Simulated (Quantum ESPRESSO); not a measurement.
## Near-edge structure at the Gd L₃ edge of GdO (F-43m)

What does one-electron theory with a core hole give for the Gd L₃ edge of GdO (F-43m)?

Method: X-ray absorption near-edge structure, plane-wave PAW LDA, one-electron final states by a Lanczos continued fraction, without spin-orbit coupling, in Quantum ESPRESSO 7.5.

### Step 1. Starting point

Symmetry: F-43m, No. 216, cubic system. The conventional cell has a = 5.400 Å, b = 5.400 Å, c = 5.400 Å, α = 90.00°, β = 90.00°, γ = 90.00°. Gd has 4 O at 2.34 Å nearest. Nearest to O lie 4 Gd at 2.34 Å. Farther neighbours and most contacts between anions are not listed.

### Step 2. The field without a hole

A plain self-consistent run shows whether there is a gap, which decides the set-up of the core-hole run.

scf.in reads:

```
&control
   calculation='scf', prefix='x', pseudo_dir='../pp', outdir='tmp', tprnfor=.true.
/
&system
   ibrav=0, nat=2, ntyp=2, nbnd=13
   ecutwfc=47, ecutrho=360
   occupations='smearing', smearing='mv', degauss=0.015
/
&electrons
   conv_thr=2.0e-08, electron_maxstep=120
   mixing_beta=0.5
/
ATOMIC_SPECIES
Gd3 1.0 Gd.lda-spdn-kjpaw.UPF
O 1.0 O.lda-n-kjpaw.UPF
CELL_PARAMETERS angstrom
  0.00000000 2.70000000 2.70000000
  2.70000000 0.00000000 2.70000000
  2.70000000 2.70000000 0.00000000
ATOMIC_POSITIONS crystal
Gd3  0.00000000 0.00000000 0.00000000
O    0.75000000 0.75000000 0.75000000
K_POINTS automatic
9 9 9 0 0 0
```

Gd.lda-spdn-kjpaw.ld1.in reads:

```
&input
   title='Gd', zed=64., rel=1, iswitch=3, dft='PZ',
   config='[Xe] 4f7.0 5d1.0 6s1.5 6p0.5'
/
&inputp
   file_pseudopw='Gd.lda-spdn-kjpaw.UPF', author='',
   lpaw=.true.,
   pseudotype=3,
   lloc=-1,
   rcloc=2.0,
   which_augfun='PSQ',
   rmatch_augfun_nc=.true.,
   nlcc=.true.,
   new_core_ps=.true.,
   rcore=1.1,
   tm=.true.,
   lgipaw_reconstruction=.true., use_paw_as_gipaw=.true.
/
6
5S  1  0  2.00  0.00  1.30  1.70  0.0
6S  2  0  1.50  0.00  1.30  1.70  0.0
5P  2  1  6.00  0.00  1.30  1.80  0.0
6P  3  1  0.50  0.00  1.30  1.80  0.0
5D  3  2  1.00  0.00  1.30  2.00  0.0
5D  3  2  0.00  2.00  1.30  2.00  0.0
```

O.lda-n-kjpaw.ld1.in reads:

```
&input
   title='O', zed=8., rel=1, iswitch=3, dft='PZ',
   config='[He] 2s2 2p4'
/
&inputp
   file_pseudopw='O.lda-n-kjpaw.UPF', author='',
   lpaw=.true.,
   pseudotype=3,
   lloc=-1,
   rcloc=1.1,
   which_augfun='PSQ',
   rmatch_augfun_nc=.true.,
   nlcc=.true.,
   new_core_ps=.true.,
   rcore=0.7,
   tm=.true.,
   lgipaw_reconstruction=.true., use_paw_as_gipaw=.true.
/
4
2S  1  0  2.00  0.00  1.00  1.30  0.0
2S  1  0  0.00  1.00  1.00  1.30  0.0
2P  2  1  4.00  0.00  0.90  1.35  0.0
2P  2  1  0.00  0.05  0.90  1.35  0.0
```

Run with:

```bash
$ OMP_NUM_THREADS=1 mpirun --oversubscribe --bind-to none -np 4 pw.x -nk 4 -in scf.in > scf.out
```

The log of the run:

```text
     [... banner and references ...]
using ibrav=0 with symmetry is DISCOURAGED, use correct ibrav instead

     G-vector sticks info
     --------------------

     Using Slab Decomposition

     bravais-lattice index     =            0
     lattice parameter (alat)  =       7.2157  a.u.
     unit-cell volume          =     265.6549 (a.u.)^3
     number of atoms/cell      =            2
     number of atomic types    =            2
     number of electrons       =        17.00
     number of Kohn-Sham states=           13
     kinetic-energy cutoff     =      47.0000  Ry
     charge density cutoff     =     360.0000  Ry
     scf convergence threshold =      2.0E-08
     mixing beta               =       0.5000
     number of iterations used =            8  plain     mixing
     Exchange-correlation= SLA  PZ   NOGX NOGC
                           (   1   1   0   0   0   0   0)

     celldm(1)=   7.215686  celldm(2)=   0.000000  celldm(3)=   0.000000
     celldm(4)=   0.000000  celldm(5)=   0.000000  celldm(6)=   0.000000

     crystal axes: (cart. coord. in units of alat)
               a(1) = (   0.000000   0.707107   0.707107 )
               a(2) = (   0.707107   0.000000   0.707107 )
               a(3) = (   0.707107   0.707107   0.000000 )

     reciprocal axes: (cart. coord. in units 2 pi/alat)
               b(1) = ( -0.707107  0.707107  0.707107 )
               b(2) = (  0.707107 -0.707107  0.707107 )
               b(3) = (  0.707107  0.707107 -0.707107 )

     PseudoPot. #1 for Gd:     Pseudo is Projector augmented-wave + core cor, Zval = 11.0

     ../pp/O.lda-n-kjpaw.UPF
     Pseudo is Projector augmented-wave + core cor, Zval =  6.0
     Shape of augmentation charge: PSQ
     Using radial grid of 1095 points,  4 beta functions with:
                l(1) =   0
                l(2) =   0
                l(3) =   1
                l(4) =   1
     Q(r) pseudized with 0 coefficients

     atomic species   valence    mass     pseudopotential
     Gd3              11.00     1.00000     Gd( 1.00)
     O                 6.00     1.00000     O ( 1.00)

     24 Sym. Ops. (no inversion) found

   Cartesian axes

     site n.     atom                  positions (alat units)
         1        Gd3    tau(   1) = (   0.0000000   0.0000000   0.0000000  )
         2        O      tau(   2) = (   1.0606602   1.0606602   1.0606602  )

     number of k points=    35  Marzari-Vanderbilt smearing, width (Ry)=  0.0150
                       cart. coord. in units 2pi/alat
        k(    1) = (   0.0000000   0.0000000   0.0000000), wk =   0.0027435
        k(    2) = (   0.0785674   0.0785674  -0.0785674), wk =   0.0219479
        k(    3) = (   0.1571348   0.1571348  -0.1571348), wk =   0.0219479
        k(    4) = (   0.2357023   0.2357023  -0.2357023), wk =   0.0219479
        k(    5) = (   0.3142697   0.3142697  -0.3142697), wk =   0.0219479
[...]
k(   33) = (  -0.0785674  -0.5499719   0.7071068), wk =   0.0658436
        k(   34) = (  -0.0000000  -0.4714045   0.6285394), wk =   0.0658436
        k(   35) = (  -0.0785674  -0.3928371   0.7071068), wk =   0.0658436

     Dense  grid:    30731 G-vectors     FFT dimensions: (  45,  45,  45)

     Smooth grid:    11575 G-vectors     FFT dimensions: (  32,  32,  32)

     Initial potential from superposition of free atoms

     starting charge      16.9794, renormalised to      17.0000
     Starting wfcs are   17 randomized atomic wfcs
     Checking if some PAW data can be deallocated...

     per-process dynamical memory:    31.4 Mb

     Self-consistent Calculation

     iteration #  1     ecut=    47.00 Ry     beta= 0.50
     Davidson diagonalization with overlap
     ethr =  1.00E-02,  avg # of iterations =  2.0

     total energy              =    -582.60616157 Ry
     estimated scf accuracy    <       0.62947214 Ry

     iteration #  2     ecut=    47.00 Ry     beta= 0.50
[...]
estimated scf accuracy    <       0.02230123 Ry

     iteration #  5     ecut=    47.00 Ry     beta= 0.50
     Davidson diagonalization with overlap
     ethr =  5.69E-05,  avg # of iterations =  1.9

     total energy              =    -582.87941481 Ry
     estimated scf accuracy    <       0.00442224 Ry

[...]
total energy              =    -582.88020101 Ry
[...]
iteration # 10     ecut=    47.00 Ry     beta= 0.50
     Davidson diagonalization with overlap
     ethr =  3.57E-09,  avg # of iterations =  5.4

     total energy              =    -582.88020220 Ry
     estimated scf accuracy    <       0.00000026 Ry

     iteration # 11     ecut=    47.00 Ry     beta= 0.50
     Davidson diagonalization with overlap
     ethr =  1.54E-09,  avg # of iterations =  1.0

     total energy              =    -582.88020218 Ry
     estimated scf accuracy    <       0.00000009 Ry

     iteration # 12     ecut=    47.00 Ry     beta= 0.50
     Davidson diagonalization with overlap
     ethr =  5.36E-10,  avg # of iterations =  2.0

     End of self-consistent calculation

          k = 0.0000 0.0000 0.0000 (  1459 PWs)   bands (ev):

   -34.2635 -11.7247 -11.7247 -11.7247  -8.7455   4.7032   4.7032   4.7032
     8.4977  13.2198  13.2198  15.1343  15.1343

          k = 0.0786 0.0786-0.0786 (  1435 PWs)   bands (ev):

   -34.2587 -11.8769 -11.7346 -11.7346  -8.6066   4.6243   4.7575   4.7575
     8.9505  13.0027  13.0027  14.8765  15.4098

          k = 0.1571 0.1571-0.1571 (  1429 PWs)   bands (ev):

   -34.2466 -12.2091 -11.7596 -11.7596  -8.3149   4.5882   4.8873   4.8873
     9.9436  12.7484  12.7484  14.3607  15.7463

          k = 0.2357 0.2357-0.2357 (  1441 PWs)   bands (ev):

   -34.2328 -12.5270 -11.7877 -11.7877  -8.0553   4.7624   5.0195   5.0195
    10.7647  12.7813  12.7813  13.9198  15.6946

          k = 0.3143 0.3143-0.3143 (  1452 PWs)   bands (ev):

   -34.2237 -12.7116 -11.8059 -11.8059  -7.9157   4.9946   5.0956   5.0956
    11.0110  13.0064  13.0064  13.6133  15.3953

          k = 0.1571 0.0000-0.0000 (  1435 PWs)   bands (ev):

[...]
k =-0.2357-0.3928 0.3928 (  1455 PWs)   bands (ev):

[...]
k =-0.1571-0.3143 0.3143 (  1445 PWs)   bands (ev):

[...]
k =-0.0786-0.2357 0.2357 (  1441 PWs)   bands (ev):

[...]
k =-0.0000-0.1571 0.1571 (  1432 PWs)   bands (ev):

[...]
k =-0.1571-0.4714 0.4714 (  1448 PWs)   bands (ev):

[...]
k = 0.3143 0.1571-0.0000 (  1438 PWs)   bands (ev):

[...]
k = 0.3928 0.2357-0.0786 (  1438 PWs)   bands (ev):

[...]
k = 0.4714 0.1571-0.0000 (  1441 PWs)   bands (ev):

[...]
k = 0.0000-0.3143 0.4714 (  1453 PWs)   bands (ev):

[...]
k =-0.0786-0.5500 0.7071 (  1454 PWs)   bands (ev):

   -34.2104 -12.7770 -11.9816 -11.9330  -7.6367   4.3341   5.5996   5.7794
    10.2158  11.4731  14.2578  15.2968  15.9040

          k =-0.0000-0.4714 0.6285 (  1451 PWs)   bands (ev):

   -34.2093 -12.7580 -12.0468 -11.9253  -7.6056   4.5907   5.4236   5.7768
    10.1501  11.4687  13.8432  15.3077  16.1546

          k =-0.0786-0.3928 0.7071 (  1442 PWs)   bands (ev):

   -34.2098 -12.7333 -12.0597 -11.9309  -7.6063   4.8519   5.1350   5.7800
    10.2215  11.3705  13.8278  15.1780  16.2361

     the Fermi energy is    10.5361 ev

!    total energy              =    -582.88020219 Ry
     total all-electron energy =    -22677.392424 Ry
     estimated scf accuracy    <          5.7E-09 Ry
     smearing contrib. (-TS)   =      -0.00003317 Ry
     internal energy E=F+TS    =    -582.88016902 Ry

     The total energy is F=E-TS. E is the sum of the following terms:
     one-electron contribution =     -25.53391104 Ry
     hartree contribution      =      21.83640534 Ry
     xc contribution           =     -69.84350064 Ry
     ewald contribution        =     -80.91304705 Ry
     one-center paw contrib.   =    -428.42611562 Ry

     convergence has been achieved in  12 iterations

     Forces acting on atoms (cartesian axes, Ry/au):

     atom    1 type  1   force =     0.00000000    0.00000000    0.00000000
     atom    2 type  2   force =     0.00000000    0.00000000    0.00000000

     Total force =     0.000000     Total SCF correction =     0.000000

     XML data file, charge density, pseudopotentials, collected wavefunctions

=------------------------------------------------------------------------------=
   JOB DONE.
=------------------------------------------------------------------------------=
```

The job ended after 4.3 s (4 MPI ranks of Intel Xeon Platinum 8488C (Sapphire Rapids), shared host; peak memory 0.09 GiB; 16 s of CPU time).

Absorbing atoms carry a label of their own (element plus a letter or digit), as the spectrum program needs them as separate species.

The mesh shows no gap, so the system is treated as a metal and the core electron is put at the Fermi level (neutral cell).

### Step 3. Spectrum without a core hole, Gd atom 1

Without a hole the spectrum is the empty density of states of the right symmetry on the absorber, weighted by matrix elements. It needs only the small cell and serves as the baseline.

The absorber has 4 O at 2.34 Å (tetrahedral, site symmetry -43m).

xspectra.in reads:

```
&input_xspectra
   calculation='xanes_dipole', edge='L3'
   prefix='x', outdir='tmp', xiabs=1, xe0=10.5361
   xonly_plot=.false., x_save_file='xanes.sav'
   xniter=3000, xcheck_conv=20, xerror=0.005
   xcoordcrys=.false., xepsilon(1)=1, xepsilon(2)=0, xepsilon(3)=0
/
&plot
   xnepoint=501, xemin=-10, xemax=70, terminator=.true., cut_occ_states=.true.
   xgamma=0.4
/
&pseudos
   filecore='../Gd.wfc'
/
&cut_occ
   cut_desmooth=0.1, cut_stepl=0.05, cut_stepu=0.05, cut_ierror=1e-5
/
8 8 8 0 0 0
```

Run with:

```bash
$ OMP_NUM_THREADS=1 mpirun --oversubscribe --bind-to none -np 4 xspectra.x -nk 4 -in xspectra.in > xspectra.out
```

The log of the run:

```text
     [... banner and references ...]
Reading input_file

     calculation: xanes_dipole

     xepsilon  [cartesian coordinates]:   1.000000   0.000000   0.000000

     xonly_plot: FALSE
        => complete calculation: Lanczos + spectrum plot

     filecore (core-wavefunction file): ../Gd.wfc

     main plot parameters:
        cut_occ_states: TRUE
        gamma_mode:  constant
        -> using xgamma [eV]:  0.40
        xemin [eV]: -10.00
        xemax [eV]:  70.00
        xnepoint:  501
        xe0 [eV]:  10.536100 (energy zero read in input file)

[...]
Results of STEP 1 successfully written in x_save_file
     x_save_file name:
     ->  xanes.sav
     x_save_file version:  2

     ... End STEP 1 ...

     ... Begin STEP 2 ...

     The spectrum is calculated using the following parameters:
        xe0 [eV]:   10.5361
        the occupied states are elimintate from the spectrum
        xemin [eV]: -10.00
        xemax [eV]:  70.00
        xnepoint:  501
        constant broadening parameter [eV]:    0.400
        Core level energy [eV]:  -7243.
         (from electron binding energy of neutral atoms in X-ray data booklet)

     Cross-section successfully written in xanes.dat

     ... End STEP 2 ...

                                END JOB XSpectra
```

Wall time 73 s (4 MPI ranks); peak memory 0.11 GiB; 4.9 min of CPU time.

The core hole lives too briefly for so narrow a line (tabulated full width 4.0 eV). The run keeps xgamma small, and the tables are broadened afterwards: Lorentzian half width 2 eV (not a setting of the program: the run's 0.4 eV curve was folded afterwards with a further Lorentzian).

The Gd L₃ spectrum, Gd atom 1, no core hole (energy from the energy zero of the input (xe0, at the border of filled and empty states); intensity scaled to a mean of 1 over the first 20 eV; folded afterwards to Lorentzian half width 2 eV; the points at xe0, where the cut of filled states can leave a spike, are interpolated):

```
E (eV)  intensity
  -2.0       0.32
  -1.4       0.39
  -0.8       0.49
  -0.2       0.61
   0.4       0.76
   1.0       0.91
   1.6       1.07
   2.2       1.23
   2.8       1.38
   3.4       1.53
   4.0       1.67
   4.6       1.78
   5.2       1.78
   5.8       1.66
   6.4       1.46
   7.0       1.27
   7.6       1.12
   8.2       1.02
   8.8       0.95
   9.4       0.90
  10.0       0.87
  10.6       0.86
  11.2       0.83
  11.8       0.79
  12.4       0.75
  13.0       0.72
  13.6       0.69
  14.2       0.67
  14.8       0.67
  15.4       0.68
  16.0       0.71
  16.6       0.74
  17.2       0.75
  17.8       0.75
  18.4       0.74
  19.0       0.72
  19.6       0.69
  20.2       0.67
  20.8       0.65
  21.4       0.63
  22.0       0.61
  22.6       0.60
  23.2       0.59
  23.8       0.59
  24.4       0.59
  25.0       0.60
  25.6       0.62
  26.2       0.64
  26.8       0.66
  27.4       0.67
  28.0       0.69
  28.6       0.70
  29.2       0.71
  29.8       0.71
  30.4       0.71
  31.0       0.72
  31.6       0.74
```

Main maxima below 30 eV (height): 4.9 eV (1.80) and 17.7 eV (0.75). At an L edge the dipole rule selects empty d (and weakly s) states on the absorber, and the strong line at the onset measures the empty part of its d band.

### Step 4. Reference energy of the supercell

The photon energy needs a difference of total energies, so the cell and mesh of the coming hole run are first run without a hole.

scf.in reads:

```
&control
   calculation='scf', prefix='x', pseudo_dir='../pp', outdir='tmp', tprnfor=.true.
/
&system
   ibrav=0, nat=8, ntyp=2, nbnd=42
   ecutwfc=47, ecutrho=360
   occupations='smearing', smearing='mv', degauss=0.015
/
&electrons
   conv_thr=8.0e-08, electron_maxstep=120
   mixing_beta=0.5
/
ATOMIC_SPECIES
Gd 1.0 Gd.lda-spdn-kjpaw.UPF
O 1.0 O.lda-n-kjpaw.UPF
CELL_PARAMETERS angstrom
  0.00000000 -5.40000000 0.00000000
  -5.40000000 0.00000000 0.00000000
  0.00000000 0.00000000 -5.40000000
ATOMIC_POSITIONS crystal
Gd   0.00000000 0.00000000 0.00000000
Gd   0.50000000 0.00000000 0.50000000
Gd   0.00000000 0.50000000 0.50000000
Gd   0.50000000 0.50000000 0.00000000
O    0.25000000 0.25000000 0.25000000
O    0.75000000 0.25000000 0.75000000
O    0.25000000 0.75000000 0.75000000
O    0.75000000 0.75000000 0.25000000
K_POINTS automatic
5 5 5 0 0 0
```

Run with:

```bash
$ OMP_NUM_THREADS=1 mpirun --oversubscribe --bind-to none -np 4 pw.x -nk 4 -in scf.in > scf.out
```

The log of the run:

```text
     [... banner and references ...]
[banner, memory and clock lines left out]
Found identity + ( -0.5000  0.0000 -0.5000) symmetry
     This is a supercell, fractional translations are disabled
     using ibrav=0 with symmetry is DISCOURAGED, use correct ibrav instead

     G-vector sticks info

     bravais-lattice index     =            0
     lattice parameter (alat)  =      10.2045  a.u.
     unit-cell volume          =    1062.6197 (a.u.)^3
[...]
atom    3 type  1   force =    -0.00000000   -0.00000000   -0.00000000
[...]
atom    7 type  2   force =     0.00000008   -0.00000008    0.00000008
     atom    8 type  2   force =     0.00000008    0.00000008   -0.00000008

     Total force =     0.000000     Total SCF correction =     0.000002
     SCF correction compared to forces is large: reduce conv_thr to get better values

     XML data file, charge density, pseudopotentials, collected wavefunctions
[key lines of the parts left out:]
!    total energy              =   -2331.51936852 Ry
the Fermi energy is    10.4992 ev
convergence has been achieved in  21 iterations
```

Wall time 26 s (4 MPI ranks); peak memory 0.23 GiB; 1.7 min of CPU time.

Reference energy: -1234166.549 eV with the cores included.

(Continued in part 2 of 3.)

[Banner, clock and machine lines of the logs are left out without a mark of their own.]

[Logs are printed without paths, hosts, clocks, repeated set-up lines and the standing remarks that a program may print on its own settings, such as how far it seeks lower states.]

[Hosts, paths, dates, database ids (printed as entryN), source tags and the programs' standing remarks are cut or masked in the printed files.]

[Lists of maxima count a maximum above −3 eV only where it reaches 4 % of the highest in the window and stands out from its surroundings by 2 % of it (1.5 % where it reaches 55 %); shoulders and weaker maxima are passed over, and of the rest the first, up to two pre-edge ones and the few strongest are named.]
